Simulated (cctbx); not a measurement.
# Eu2Dy: precision against data quality

Space group P6/mmm (no. 191), a = 5.5210 Å, b = 5.5210 Å, c = 3.9520 Å, α = 90.00°, β = 90.00°, γ = 120.00°.

| atom | mult. | x | y | z | Ueq (Å²) |
| --- | --- | --- | --- | --- | --- |
| Dy1 | 1 | 0 | 0 | 0 | 0.0106 |
| Eu1 | 2 | 2/3 | 1/3 | 1/2 | 0.0091 |

The model is made up (kin elements in a known structure type, no relaxation), so it says nothing on whether the phase exists.

Five simulated data sets (cctbx; Mo Kα, λ = 0.71073 Å; 3 % proportional error) differ in resolution or exposure (noise floor 4 counts in the first three, 8 in the last two). Each is refined with the right model, isotropic at 1.1 Å and anisotropic otherwise. How do the figures of merit and the uncertainties move?

```csv
d min (Å),top counts,"⟨I/σ⟩ (unmerged, absences included)",unique,param. (scale apart),Rint,R1,GooF,largest s.u. xyz (fractional),s.u. U of Eu1 (Å²),largest error (Å)
1.1,40000,21.3,29,2,0.024,0.0082,1.08,0.00000,0.0004,0.0000
0.84,40000,20.0,54,4,0.023,0.0084,1.11,0.00000,0.0002,0.0000
0.6,40000,18.6,130,4,0.024,0.0053,0.89,0.00000,0.0001,0.0000
0.75,300,2.9,75,4,0.187,0.0379,0.91,0.00000,0.0010,0.0000
0.75,3000,10.5,75,4,0.043,0.0129,0.90,0.00000,0.0002,0.0000
```

The number of reflections grows roughly as 1/d³: 29, 54 and 130 here. R1 follows the noise rather than the truth: at 300 counts it is 0.0379, at 3000 counts 0.0129, while GooF is 0.91 and 0.90: the weights 1/σ² carry the noise. The s.u. of U (U11 where anisotropic) for Eu1 goes 0.0004, 0.0002, 0.0001 Å² with resolution and 0.0010, 0.0002 Å² with exposure.

Hardware for the 0.6 Å refinement: 0.36 s on 1 thread of Arm Neoverse V2, with other jobs on the host, peak memory 0.09 GiB.

[Logs are printed without paths, hosts, clocks, repeated set-up lines and the standing remarks that a program may print on its own settings, such as how far it seeks lower states.]
